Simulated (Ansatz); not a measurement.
# LaLuS2F2 (built on the sites of a database entry of LaSF): the cell at rest

Wanted: the relaxed cell of LaLuS2F2 (built on the sites of a database entry of LaSF).

Main program and level: Ansatz 0.2.0; DFT PBEsol, scalar-relativistic, plane waves, PseudoDojo norm-conserving pseudopotentials.

This is a report of a sequence of runs, with most program output left out.

The structure was built from a prototype and need not be the compound's stable phase.

## (1) The structure

The structure is tetragonal, space group P4mm (No. 99). The conventional cell has a = 3.915 Å, b = 3.915 Å, c = 6.781 Å, α = 90.00°, β = 90.00°, γ = 90.00°. Nearest to Lu lie 4 F at 2.50 Å and 5 S at 2.85 to 2.88 Å. La has 4 F at 2.50 Å and 5 S at 2.85 to 2.88 Å nearest. Nearest to S lie 1 Lu at 2.85 Å and 4 La at 2.88 Å. Nearest to S lie 1 La at 2.85 Å and 4 Lu at 2.88 Å. Nearest to F lie 2 La at 2.50 Å and 2 Lu at 2.50 Å. Farther neighbours and most contacts between anions are not listed.

Structure file:

```cif
data_structure
_symmetry_space_group_name_H-M 'P4mm'
_symmetry_Int_Tables_number 99
_cell_length_a 3.9152
_cell_length_b 3.9152
_cell_length_c 6.7814
_cell_angle_alpha 90.000
_cell_angle_beta 90.000
_cell_angle_gamma 90.000
_cell_volume 103.95
loop_
_atom_site_label
_atom_site_type_symbol
_atom_site_symmetry_multiplicity
_atom_site_Wyckoff_symbol
_atom_site_fract_x
_atom_site_fract_y
_atom_site_fract_z
_atom_site_occupancy
Lu1 Lu 1 b 0.50000 0.50000 0.23005 1
La1 La 1 a 0.00000 0.00000 0.76995 1
S1 S 1 b 0.50000 0.50000 0.65040 1
S2 S 1 a 0.00000 0.00000 0.34960 1
F1 F 2 c 0.00000 0.50000 0.00000 1
```

## (2) Probe on a coarse mesh

A quick single point on a coarse mesh tells whether the cell has a gap and how far it is from rest, which sets the k mesh and smearing that follow.

Contents of input.yaml:

```yaml
crystal:
  lattice:
    - [3.91524, 0.0, 0.0]
    - [0.0, 3.91524, 0.0]
    - [0.0, 0.0, 6.78143]
  atoms:
    - { symbol: Lu, position: [0.5, 0.0, 0.23005] }
    - { symbol: La, position: [0.0, 0.5, 0.76995] }
    - { symbol: S, position: [0.5, 0.0, 0.6504] }
    - { symbol: S, position: [0.0, 0.5, 0.3496] }
    - { symbol: F, position: [0.0, 0.0, 0.0] }
    - { symbol: F, position: [0.5, 0.5, 0.0] }
kpoints:
  mp_grid: { grid: [6, 6, 4] }
hamiltonian:
  xc: pbesol
  pseudopotentials: { kind: nc, accuracy: standard }
scf:
  occupations: { method: gaussian, width: 0.1 }
output:
  forces: true
  stress: true
  eigenvalues: true
```

On the command line:

```sh
ansatz run input.yaml --threads 8 --pin off --max-ram 14336MiB --backend cpu --events-out ev --progress --plain --runs-dir out
```

Run time: 20 s. Hardware: 8 threads of AMD EPYC 7R43, shared host; peak memory 1.5 GiB; 2.6 min of CPU time.

Numbers from this step:

| Item | Value |
| --- | --- |
| pressure | -2.755 GPa |
| gap on the k-mesh | 1.408 eV |
| volume per atom | 17.33 Å³ |
| direct gap on mesh | 1.408 eV |

The coarse mesh shows a gap of 1.41 eV and a pressure of -2.8 GPa.

## (3) Rough relaxation

A rough relaxation comes first, because large forces or stress need no tight tolerances yet.

input.yaml, as its differences from that of step 2:

```diff
@@ -23 +23,6 @@
   eigenvalues: true
+relax:
+  adjacent_minimum: "off"
+  f_tol: 0.05
+  max_steps: 80
+  cell: { stress_tol: 0.5 }
```

The job ended after 66 s (8 threads; peak memory 1.7 GiB).

The steps of the relaxation:

```csv
step,energy less that of the first step (eV),largest force component (eV/Å),pressure (GPa),volume (Å³)
1,0.0000,0.9933,-2.75,103.95
2,-0.0689,0.8824,0.86,99.91
3,-0.1727,0.0783,-0.24,100.82
4,-0.1740,0.0226,-0.03,100.60
5*,-0.1739,0.0218,-0.03,100.60
```

Relaxation steps marked * repeat the geometry before them on a plane-wave basis chosen anew for their cell, so energy and pressure can jump there.

Forces are held to the 8 operations that the run works with; a distortion that breaks them can't arise in this run.

```csv
"conventional cell, symmetrised",before,after,change
a (Å),3.915,3.834,-2.1 %
b (Å),3.915,3.834,-2.1 %
c (Å),6.781,6.844,+0.9 %
volume (Å³/atom),17.33,16.77,-3.2 %
```

The atoms that moved most (Å, as changes of fractional coordinates times the final cell):

```csv
atom,dx,dy,dz,length
S3,0.000,0.000,-0.138,0.138
F5,0.000,0.000,0.061,0.061
F6,0.000,0.000,0.061,0.061
S4,0.000,0.000,-0.039,0.039
Lu1,0.000,0.000,0.029,0.029
La2,0.000,0.000,0.025,0.025
```

Final coordinates:

```xyz
6
Lattice="3.8339 0.0000 0.0000 0.0000 3.8339 0.0000 0.0000 0.0000 6.8439" Properties=species:S:1:pos:R:3 pbc="T T T"
Lu    1.9169    0.0000    1.6039
La    0.0000    1.9169    5.2945
S     1.9169    0.0000    4.3136
S     0.0000    1.9169    2.3541
F     0.0000    0.0000    0.0609
F     1.9169    1.9169    0.0609
```

Numbers from this step:

```
pressure           : -0.02841 GPa
gap on the k-mesh  : 1.121 eV
volume per atom    : 16.77 Å³
direct gap on mesh : 1.121 eV
```

In this step the volume went from 17.33 to 16.77 Å³/atom.

## (4) Bringing the structure to rest

Harmonic phonons are second derivatives at a point where the forces vanish, and they are wanted at zero stress, so atoms and cell are relaxed first.

input.yaml, the sections that differ from step 3:

```yaml
crystal:
  lattice:
    - [3.8338836291, 0.0, 0.0]
    - [0.0, 3.8338836291, 0.0]
    - [0.0, 0.0, 6.84393826]
  atoms:
    - { symbol: Lu, position: [0.5, 0.0, 0.2343470838] }
    - { symbol: La, position: [0.0, 0.5, 0.7736033045] }
    - { symbol: S, position: [0.5, 0.0, 0.6302788631] }
    - { symbol: S, position: [0.0, 0.5, 0.3439647438] }
    - { symbol: F, position: [0.0, 0.0, 0.0089030024] }
    - { symbol: F, position: [0.5, 0.5, 0.0089030024] }
scf:
  occupations: { method: gaussian, width: 0.02 }
relax:
  adjacent_minimum: "off"
  f_tol: 0.005
  max_steps: 80
  cell: { stress_tol: 0.05 }
# kpoints, hamiltonian, output: as in step 3
```

Run time: 84 s. Hardware: 8 threads; peak memory 1.6 GiB; 11 min of CPU time.

Relaxation path:

```csv
step,energy less that of the first step (eV),largest force component (eV/Å),pressure (GPa),volume (Å³)
1,0.0000,0.0227,-0.03,100.60
2,0.0001,0.0634,-0.01,100.57
3,-0.0001,0.0104,-0.01,100.58
4,-0.0002,0.0092,-0.02,100.58
5,-0.0002,0.0054,0.00,100.56
6,-0.0002,0.0004,0.00,100.56
7*,-0.0002,0.0004,0.00,100.56
```

Relaxation steps marked * repeat the geometry before them on a plane-wave basis chosen anew for their cell, so energy and pressure can jump there. Relaxation step 2 was tried and not accepted.

Forces are held to the 8 operations that the run works with; a distortion that breaks them can't arise in this run.

```csv
"conventional cell, symmetrised",before,after,change
a (Å),3.834,3.831,-0.1 %
b (Å),3.834,3.831,-0.1 %
c (Å),6.844,6.852,+0.1 %
volume (Å³/atom),16.77,16.76,-0.0 %
```

Final coordinates:

```xyz
6
Lattice="3.8309 0.0000 0.0000 0.0000 3.8309 0.0000 0.0000 0.0000 6.8520" Properties=species:S:1:pos:R:3 pbc="T T T"
Lu    1.9154    0.0000    1.6025
La    0.0000    1.9154    5.3000
S     1.9154    0.0000    4.3192
S     0.0000    1.9154    2.3560
F     0.0000    0.0000    0.0632
F     1.9154    1.9154    0.0632
```

This step gave:

```yaml
pressure: 0.001138 GPa
gap_on_the_k_mesh: 1.116 eV
volume_per_atom: 16.76 Å³
direct_gap_on_mesh: 1.116 eV
```

In this step the volume went from 16.77 to 16.76 Å³/atom.

## (5) Tight relaxation

Phonons need a cell at rest on their own settings, so the relaxation is repeated with tight tolerances on forces and stress on the k mesh and occupations of the first response run.

Contents of input.yaml:

```yaml
crystal:
  lattice:
    - [3.8308766259, 0.0, 0.0]
    - [0.0, 3.8308766259, 0.0]
    - [0.0, 0.0, 6.8520295167]
  atoms:
    - { symbol: Lu, position: [0.5, 0.0, 0.2338676095] }
    - { symbol: La, position: [0.0, 0.5, 0.7734951932] }
    - { symbol: S, position: [0.5, 0.0, 0.6303512932] }
    - { symbol: S, position: [0.0, 0.5, 0.3438326301] }
    - { symbol: F, position: [0.0, 0.0, 0.009226637] }
    - { symbol: F, position: [0.5, 0.5, 0.009226637] }
kpoints:
  mp_grid: { grid: [8, 8, 4] }
hamiltonian:
  xc: pbesol
  pseudopotentials: { kind: nc, accuracy: standard }
scf:
  occupations: { method: fixed }
output:
  forces: true
  stress: true
  eigenvalues: true
relax:
  adjacent_minimum: "off"
  f_tol: 0.001
  max_steps: 60
  cell: { stress_tol: 0.01 }
```

Run time: 62 s. Hardware: 8 threads; peak memory 1.7 GiB; 7.9 min of CPU time.

Little changed from the start: no atom moved by 0.005 Å and no cell edge by 0.1 %.

This step gave:

```
pressure : -8.57e-4 GPa
```

The largest force component left is 0.56 meV/Å and the pressure is -0.001 GPa, within the tolerances set. The cell now holds 16.76 Å³/atom.

## (6) What came out

- space group after relaxation (within 0.01 Å): P4mm
- lattice constant a: 3.831 Å
- lattice constant b: 3.831 Å
- lattice constant c: 6.852 Å
- volume per atom: 16.8 Å³
- gap on the k-mesh: 1.12 eV

What this shows: The largest force component left is 0.56 meV/Å and the pressure is -0.001 GPa, within the tolerances set. The cell now holds 16.76 Å³/atom. The relaxation keeps the symmetry of its start, so it says nothing on stability against lower symmetry. Spin-orbit coupling is left out, which can matter for the heavy elements here. The starting cell was built on a prototype and not taken from a measurement, so the phase need not exist.

[Logs are printed without paths, hosts, clocks, repeated set-up lines and the standing remarks that a program may print on its own settings, such as how far it seeks lower states.]

[Hosts, paths, dates, database ids (printed as entryN), source tags and the programs' standing remarks are cut or masked in the printed files.]
